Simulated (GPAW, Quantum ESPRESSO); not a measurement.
# Core-hole calculation of the Zn K edge in Zn (Zinc, P6_3/mmc), part 2 of 2

Do two independent programs agree on the Zn K edge of Zn (Zinc, P6_3/mmc)? The same cell and functional are run with XSpectra and with GPAW.

Quantum ESPRESSO 7.5 and GPAW 26.7.0; core-hole supercells, plane-wave PAW LDA.

So far. Step 8 (The field without a hole (GPAW)): The mesh shows no gap, so the system is treated as a metal and the core electron is put at the Fermi level (neutral cell). Step 9 (Spectrum without a core hole, Zn atom 1 (GPAW)): Main maxima below 28 eV (height): 4.0 eV (0.80), 10.4 eV (1.54) and 18.0 eV (1.12). 

The database entry behind the starting cell differs from later determinations by our own check (about 0.3 % long), so it need not match the best structure at ambient conditions.

## Step 10: Reference energy of the supercell (GPAW)

Total energies of two programs can't be mixed, so the cell and mesh of GPAW's hole run get a reference energy of their own.

The input, scf.py:

```python
import numpy as np
from ase import Atoms
from ase.parallel import parprint, paropen
from gpaw import GPAW, PW, FermiDirac, Mixer, MixerDif, setup_paths
from gpaw.test import gen
setup_paths.insert(0, '.')
gen('Zn', name='nch1s', xcname='LDA', corehole=(1, 0, 0), write_xml=True)
from gpaw.mpi import world
world.barrier()

atoms = Atoms('Zn14',
    cell=[[2.67, 0, -4.966],
     [-4.005, -2.31228783, -4.966],
     [1.335, 6.93686348, 0]],
    scaled_positions=[[0.76190476, 0.48809524, 0.94047619],
     [0.33333333, 0.91666667, 0.08333333],
     [0.9047619, 0.3452381, 0.22619048],
     [0.04761905, 0.20238095, 0.51190476],
     [0.47619048, 0.77380952, 0.36904762],
     [0.19047619, 0.05952381, 0.79761905],
     [0.61904762, 0.63095238, 0.6547619],
     [0.80952381, 0.94047619, 0.20238095],
     [0.38095238, 0.36904762, 0.3452381],
     [0.95238095, 0.79761905, 0.48809524],
     [0.0952381, 0.6547619, 0.77380952],
     [0.52380952, 0.22619048, 0.63095238],
     [0.23809524, 0.51190476, 0.05952381],
     [0.66666667, 0.08333333, 0.91666667]],
    pbc=True)
atoms.calc = calc = GPAW(legacy_gpaw=True, mode=PW(500, force_complex_dtype=True), xc='LDA', setups={0: 'nch1s'},
    kpts={'size': (3, 3, 3), 'gamma': True}, occupations=FermiDirac(0.1),
    charge=0, mixer=Mixer(0.1, 5, 50), maxiter=150,
    convergence={'density': 0.0001, 'eigenstates': 1e-6}, txt='scf.txt')
energy = atoms.get_potential_energy() + calc.get_reference_energy()
ef = calc.get_fermi_level()
out = dict(energy=energy, fermi=ef, forces=atoms.get_forces().tolist())
parprint(f'all-electron energy {energy:.4f} eV, Fermi level {ef:.4f} eV')
ev = np.array([[calc.get_eigenvalues(k, s) for k in range(len(calc.get_ibz_k_points()))] for s in range(calc.get_number_of_spins())])
out['homo'], out['lumo'], out['counts'] = ev[ev < ef].max(), ev[ev > ef].min(), sorted(set((ev < ef).sum((0, 2)).tolist()))
out['filled'] = (ev[:, 0] < ef).sum(1).tolist()
import json
with paropen('out.json', 'w') as f:
    json.dump(out, f)
```

Command:

```
$ OMP_NUM_THREADS=1 mpirun -n 4 gpaw python scf.py
```

Wall time 37 s (4 MPI ranks of AMD EPYC 9R45, shared host); peak memory 0.36 GiB; 2.5 min of CPU time.

Reference energy: -683057.069 eV with the cores included.

## Step 11: Spectrum with XCH, Zn atom 1 (GPAW)

The holes are 5.6 Å apart. The excited electron is kept in the cell, where it fills the lowest empty states and screens the hole. After the field has converged, empty bands are computed with the density fixed and the dipole matrix elements are summed.

The input, xas.py:

```python
import numpy as np
from ase import Atoms
from ase.parallel import parprint, paropen
from gpaw import GPAW, PW, FermiDirac, Mixer, MixerDif, setup_paths
from gpaw.test import gen
setup_paths.insert(0, '.')
gen('Zn', name='fch1s', xcname='LDA', corehole=(1, 0, 1), write_xml=True)
from gpaw.mpi import world
world.barrier()

atoms = Atoms('Zn14',
    cell=[[2.67, 0, -4.966],
     [-4.005, -2.31228783, -4.966],
     [1.335, 6.93686348, 0]],
    scaled_positions=[[0.76190476, 0.48809524, 0.94047619],
     [0.33333333, 0.91666667, 0.08333333],
     [0.9047619, 0.3452381, 0.22619048],
     [0.04761905, 0.20238095, 0.51190476],
     [0.47619048, 0.77380952, 0.36904762],
     [0.19047619, 0.05952381, 0.79761905],
     [0.61904762, 0.63095238, 0.6547619],
     [0.80952381, 0.94047619, 0.20238095],
     [0.38095238, 0.36904762, 0.3452381],
     [0.95238095, 0.79761905, 0.48809524],
     [0.0952381, 0.6547619, 0.77380952],
     [0.52380952, 0.22619048, 0.63095238],
     [0.23809524, 0.51190476, 0.05952381],
     [0.66666667, 0.08333333, 0.91666667]],
    pbc=True)
atoms.calc = calc = GPAW(legacy_gpaw=True, mode=PW(500, force_complex_dtype=True), xc='LDA', setups={0: 'fch1s'},
    kpts={'size': (3, 3, 3), 'gamma': True}, occupations=FermiDirac(0.1),
    charge=-1, mixer=Mixer(0.1, 5, 50), maxiter=150,
    convergence={'density': 0.0001, 'eigenstates': 1e-6}, txt='scf.txt')
energy = atoms.get_potential_energy() + calc.get_reference_energy()
ef = calc.get_fermi_level()
out = dict(energy=energy, fermi=ef, forces=atoms.get_forces().tolist())
parprint(f'all-electron energy {energy:.4f} eV, Fermi level {ef:.4f} eV')
ev = np.array([[calc.get_eigenvalues(k, s) for k in range(len(calc.get_ibz_k_points()))] for s in range(calc.get_number_of_spins())])
out['homo'], out['lumo'], out['counts'] = ev[ev < ef].max(), ev[ev > ef].min(), sorted(set((ev < ef).sum((0, 2)).tolist()))
out['filled'] = (ev[:, 0] < ef).sum(1).tolist()

from ase.units import Ha
from gpaw.xas import dipole_matrix_elements
nb = int(calc.get_number_of_electrons() / 2) + 130
top, nb = nb, nb + 8 + nb // 12
nscf = calc.fixed_density(kpts={'size': (4, 4, 4), 'gamma': True}, nbands=nb,
    convergence={'bands': top, 'eigenstates': 5e-3}, maxiter=60, txt='nscf.txt')
cell = atoms.cell.array
ops = [cell.T @ U.T @ np.linalg.inv(cell.T) for U in nscf.wfs.kd.symmetry.op_scc]
E = np.arange(-6, 34, 0.1)
fwhm = np.interp(E, [4, 25], [1.67, 3.5])
Y, X, zero, highest = 0, 0, 1e9, 1e9
for spin in range(nscf.get_number_of_spins()):
    wfs = nscf.wfs
    mine = wfs.bd.get_slice()  # this rank's bands
    A = dipole_matrix_elements(wfs.setups[0])
    eps = np.zeros((wfs.kd.nibzkpts, nb))
    d = np.zeros((3, A.shape[1], wfs.kd.nibzkpts, nb), complex)
    for kpt in wfs.kpt_u:
        if kpt.s == spin and 0 in kpt.P_ani:
            eps[kpt.k, mine] = kpt.eps_n * Ha
            d[:, :, kpt.k, mine] = (kpt.weight * wfs.nspins / 2) ** 0.5 * np.inner(A, kpt.P_ani[0])
    world.sum(eps)
    world.sum(d)
    T = np.einsum('amkn,bmkn->abkn', d, d.conj()).real
    T = sum(np.einsum('ai,ijkn,bj->abkn', R, T, R) for R in ops) / len(ops)
    empty = eps > ef
    zero, highest = min(zero, eps[empty].min()), min(highest, eps[:, top - 1].min())
    lines = [(eps, T, empty)] if spin == 0 else lines + [(eps, T, empty)]
for eps, T, empty in lines:
    f = np.einsum('aakn->akn', T).reshape(3, -1)
    x = eps.ravel() - zero
    w = np.interp(x, E, fwhm) / 2.35482
    g = np.exp(-0.5 * ((E[:, None] - x) / w) ** 2) / (w * (2 * np.pi) ** 0.5)
    Y = Y + (f * empty.ravel()) @ g.T
    X = X + (f * ~empty.ravel()) @ g.T
out.update(E=E.round(2).tolist(), xas=Y.tolist(), xes=X.tolist(), zero=zero, valid=highest - zero, nk=len(eps), nb=nb)
for i in range(0, len(E), 10):
    parprint(f'{E[i]:7.2f}', *(f'{v:10.3e}' for v in Y[:, i]))
import json
with paropen('out.json', 'w') as f:
    json.dump(out, f)
```

Command:

```
$ OMP_NUM_THREADS=1 mpirun -n 4 gpaw python xas.py
```

Wall time 2 min (4 MPI ranks); peak memory 0.7 GiB; 8.1 min of CPU time.

The Zn K spectrum, Zn atom 1, excited-electron core hole (neutral cell) (energy from the lowest empty level; intensity scaled to a mean of 1 over the first 20 eV; polarised curves are means over the symmetry-equivalent atoms):

| E (eV) | isotropic | ε ⊥ c | ε ∥ c |
| --- | --- | --- | --- |
| -2.0 | 0.00 | 0.00 | 0.00 |
| -1.0 | 0.04 | 0.04 | 0.05 |
| 0.0 | 0.30 | 0.27 | 0.36 |
| 1.0 | 0.66 | 0.56 | 0.86 |
| 2.0 | 0.82 | 0.68 | 1.10 |
| 3.0 | 0.93 | 0.89 | 1.02 |
| 4.0 | 0.93 | 0.88 | 1.02 |
| 5.0 | 0.95 | 0.86 | 1.13 |
| 6.0 | 1.17 | 1.13 | 1.25 |
| 7.0 | 1.22 | 1.18 | 1.29 |
| 8.0 | 1.29 | 1.21 | 1.46 |
| 9.0 | 1.52 | 1.47 | 1.62 |
| 10.0 | 1.46 | 1.46 | 1.45 |
| 11.0 | 1.15 | 1.20 | 1.06 |
| 12.0 | 0.95 | 1.03 | 0.78 |
| 13.0 | 0.89 | 1.00 | 0.68 |
| 14.0 | 0.89 | 0.99 | 0.67 |
| 15.0 | 0.88 | 0.95 | 0.75 |
| 16.0 | 0.91 | 0.95 | 0.83 |
| 17.0 | 0.95 | 1.02 | 0.81 |
| 18.0 | 0.92 | 1.01 | 0.75 |
| 19.0 | 0.84 | 0.89 | 0.75 |
| 20.0 | 0.76 | 0.75 | 0.78 |
| 21.0 | 0.72 | 0.69 | 0.79 |
| 22.0 | 0.71 | 0.69 | 0.76 |
| 23.0 | 0.71 | 0.70 | 0.75 |
| 24.0 | 0.71 | 0.70 | 0.75 |
| 25.0 | 0.73 | 0.71 | 0.78 |
| 26.0 | 0.76 | 0.74 | 0.81 |
| 27.0 | 0.79 | 0.76 | 0.83 |
| 28.0 | 0.80 | 0.78 | 0.85 |
| 29.0 | 0.82 | 0.79 | 0.88 |
| 30.0 | 0.85 | 0.81 | 0.92 |
| 31.0 | 0.89 | 0.84 | 0.99 |

Main maxima below 30 eV (height): 3.4 eV (0.95), 9.4 eV (1.54) and 17.2 eV (0.95). 

The total-energy difference is 9672.06 eV. With the free-atom term of -30.82 eV for this edge, the photon energy is 9641.24 eV.

## Step 12: The two programs side by side

The line shapes differ (Lorentzian half width 0.83 eV up to 4 eV, rising linearly to 1.75 eV at 25 eV (not a setting of the program: the run's 0.4 eV curve was folded afterwards with a further Lorentzian), against Gaussian full width 1.67 eV up to 4 eV, rising linearly to 3.5 eV at 25 eV), so both get a further Gaussian of 1.5 eV full width before they are compared; the Lorentzian tails remain.

| E (eV) | XSpectra | GPAW |
| --- | --- | --- |
| -2.00 | 0.12 | 0.01 |
| -1.25 | 0.18 | 0.06 |
| -0.50 | 0.28 | 0.18 |
| 0.25 | 0.43 | 0.40 |
| 1.00 | 0.58 | 0.62 |
| 1.75 | 0.71 | 0.77 |
| 2.50 | 0.82 | 0.87 |
| 3.25 | 0.90 | 0.92 |
| 4.00 | 0.93 | 0.93 |
| 4.75 | 0.98 | 0.97 |
| 5.50 | 1.05 | 1.06 |
| 6.25 | 1.13 | 1.17 |
| 7.00 | 1.19 | 1.22 |
| 7.75 | 1.25 | 1.29 |
| 8.50 | 1.31 | 1.40 |
| 9.25 | 1.34 | 1.47 |
| 10.00 | 1.30 | 1.41 |
| 10.75 | 1.21 | 1.24 |
| 11.50 | 1.11 | 1.06 |
| 12.25 | 1.04 | 0.95 |
| 13.00 | 0.99 | 0.90 |
| 13.75 | 0.97 | 0.89 |
| 14.50 | 0.97 | 0.89 |
| 15.25 | 0.96 | 0.89 |
| 16.00 | 0.96 | 0.91 |
| 16.75 | 0.97 | 0.93 |
| 17.50 | 0.98 | 0.93 |
| 18.25 | 0.96 | 0.90 |
| 19.00 | 0.92 | 0.84 |
| 19.75 | 0.88 | 0.78 |
| 20.50 | 0.84 | 0.74 |
| 21.25 | 0.83 | 0.72 |
| 22.00 | 0.83 | 0.72 |
| 22.75 | 0.83 | 0.71 |
| 23.50 | 0.84 | 0.71 |
| 24.25 | 0.84 | 0.72 |
| 25.00 | 0.85 | 0.73 |
| 25.75 | 0.87 | 0.75 |
| 26.50 | 0.88 | 0.77 |
| 27.25 | 0.90 | 0.79 |
| 28.00 | 0.92 | 0.80 |
| 28.75 | 0.95 | 0.81 |
| 29.50 | 0.97 | 0.83 |
| 30.25 | 0.99 | 0.86 |
| 31.00 | 1.02 | 0.88 |

|  | XSpectra | GPAW |
| --- | --- | --- |
| k mesh of the spectrum | 5×5×4 | 4×4×4 |
| cutoff (eV) | 844 | 500 |
| highest intensity below 24 eV after the common broadening, eV (height) | 9.2 (1.34) | 9.4 (1.47) |
| zero, corrected photon energy (eV) | 9646.1 | 9641.2 |
| core time, hole field and spectrum | 41 min | 8.1 min |

## Step 13: What the core hole does

XSpectra's curves. Both curves are counted from their own zero, so only the shift of weight within the empty states shows.

```
E (eV)  no hole   XCH
  -2.0     0.09  0.12
  -1.0     0.14  0.19
   0.0     0.24  0.37
   1.0     0.42  0.59
   2.0     0.54  0.75
   3.0     0.67  0.90
   4.0     0.73  0.93
   5.0     0.83  0.98
   6.0     0.86  1.12
   7.0     0.99  1.19
   8.0     1.11  1.26
   9.0     1.23  1.36
  10.0     1.35  1.32
  11.0     1.39  1.18
  12.0     1.30  1.05
  13.0     1.19  0.98
  14.0     1.14  0.97
  15.0     1.10  0.96
  16.0     1.10  0.96
  17.0     1.13  0.98
  18.0     1.16  0.98
  19.0     1.13  0.92
  20.0     1.06  0.85
  21.0     1.00  0.83
  22.0     0.98  0.83
  23.0     0.97  0.84
  24.0     0.94  0.84
  25.0     0.94  0.85
  26.0     0.97  0.87
  27.0     1.00  0.89
  28.0     1.02  0.92
  29.0     1.04  0.95
  30.0     1.06  0.98
  31.0     1.09  1.02
  32.0     1.15  1.05
```

With each curve scaled to its own mean, the area from −2 to 6 eV with the hole is 5.3 against 4.0, and the centre of weight from −1 to 20 eV moves by -1.0 eV: the hole pulls the absorber's empty states down.

## Step 14: Against the measurement

Features are paired by their description (first, strongest, rising edge, steepest rise) or, failing that, by nearness after a common offset; their character isn't checked.

XSpectra LDA (Lorentzian half width 0.83 eV up to 4 eV, rising linearly to 1.75 eV at 25 eV (not a setting of the program: the run's 0.4 eV curve was folded afterwards with a further Lorentzian)):

| measured feature | measured (eV) | computed feature | computed (eV) | difference (eV) |
| --- | --- | --- | --- | --- |
| Zn K-edge, first derivative peak, literature reference energy | 9660.75 | steepest rise | 9646.1 | -14.6 |

GPAW LDA (Gaussian full width 1.67 eV up to 4 eV, rising linearly to 3.5 eV at 25 eV):

| measured feature | measured (eV) | computed feature | computed (eV) | difference (eV) |
| --- | --- | --- | --- | --- |
| Zn K-edge, first derivative peak, literature reference energy | 9660.75 | steepest rise | 9641.4 | -19.3 |

## Step 15: Runs not followed above

These runs aren't followed: redraws of a spectrum that repeat one shown, runs with a planted fault or a state judged unsound, or a program's part that gave no sound spectrum.

| program | step | status | elapsed |
| --- | --- | --- | --- |
| Quantum ESPRESSO | no core hole, redrawn | converged | 6.5 s |
| Quantum ESPRESSO | spectrum with XCH, redrawn | converged | 4.3 s |

## Step 16: Summary of results

```yaml
absorber_and_edge: Zn K, atom 1 of the ground-state input (counted from 1)
surroundings: 6 Zn at 2.67 Å and 6 Zn at 2.92 Å (anticuboctahedral, as in hcp, site symmetry -6m2)
highest_intensity_below_24_ev_xspectra_narrow_line: 9.2 eV above the zero, height 1.37
photon_energy_of_the_zero_with_the_added_terms: 9646.1 eV (raw 9676.9 eV; LDA puts this hole about 19 eV below PBE, itself good to a few eV)
```

**Reading.** XSpectra LDA lies 14.6 eV below the measured energy; the functional alone would put it 19 eV low, so against PBE it would lie 4 eV above. GPAW LDA lies 19.3 eV below the measured energy, of which about 19 eV is this functional's underpricing of the hole against PBE in the free atom. Energy scales of different experiments differ by up to about 1 eV. The two programs agree closely: 8 % r.m.s. remains over the first 14 eV after a relative shift of 0.0 eV, and their photon-energy zeros differ by 4.9 eV. An offset of the zeros of this size is more than meshes or line shapes can give; the atomic core treatment of the two data sets is the likely place. In XSpectra the Zn K edge of atom 1, with 6 Zn at 2.67 Å and 6 Zn at 2.92 Å (anticuboctahedral, as in hcp, site symmetry -6m2), has its highest intensity of the first 24 eV at 9.2 eV above the zero, near 9655 eV in photon energy (LDA puts this hole about 19 eV below PBE, itself good to a few eV), 1.4 times the mean level of the first 20 eV (Lorentzian half width 0.83 eV up to 4 eV, rising linearly to 1.75 eV at 25 eV (not a setting of the program: the run's 0.4 eV curve was folded afterwards with a further Lorentzian)). In XSpectra: With each curve scaled to its own mean, the area from −2 to 6 eV with the hole is 5.3 against 4.0, and the centre of weight from −1 to 20 eV moves by -1.0 eV: the hole pulls the absorber's empty states down. In GPAW: With each curve scaled to its own mean, the area from −2 to 6 eV with the hole is 5.2 against 4.2, and the centre of weight from −1 to 20 eV moves by -0.8 eV: the hole pulls the absorber's empty states down. In XSpectra, at the Zn K edge of atom 1 polarisation matters most near 2.4 eV, where the curves differ by 0.3 on this scale. 3 further runs of this session are left out of this account as redundant. The holes are only 5.6 Å apart, so the shape is probably not converged with cell size; no larger cell was run here. The structure is a published determination, not relaxed.

[Logs are printed without paths, hosts, clocks, repeated set-up lines and the standing remarks that a program may print on its own settings, such as how far it seeks lower states.]

[Hosts, paths, dates, database ids (printed as entryN), source tags and the programs' standing remarks are cut or masked in the printed files.]

[Lists of maxima count a maximum above −3 eV only where it reaches 4 % of the highest in the window and stands out from its surroundings by 2 % of it (1.5 % where it reaches 55 %); shoulders and weaker maxima are passed over, and of the rest the first, up to two pre-edge ones and the few strongest are named.]
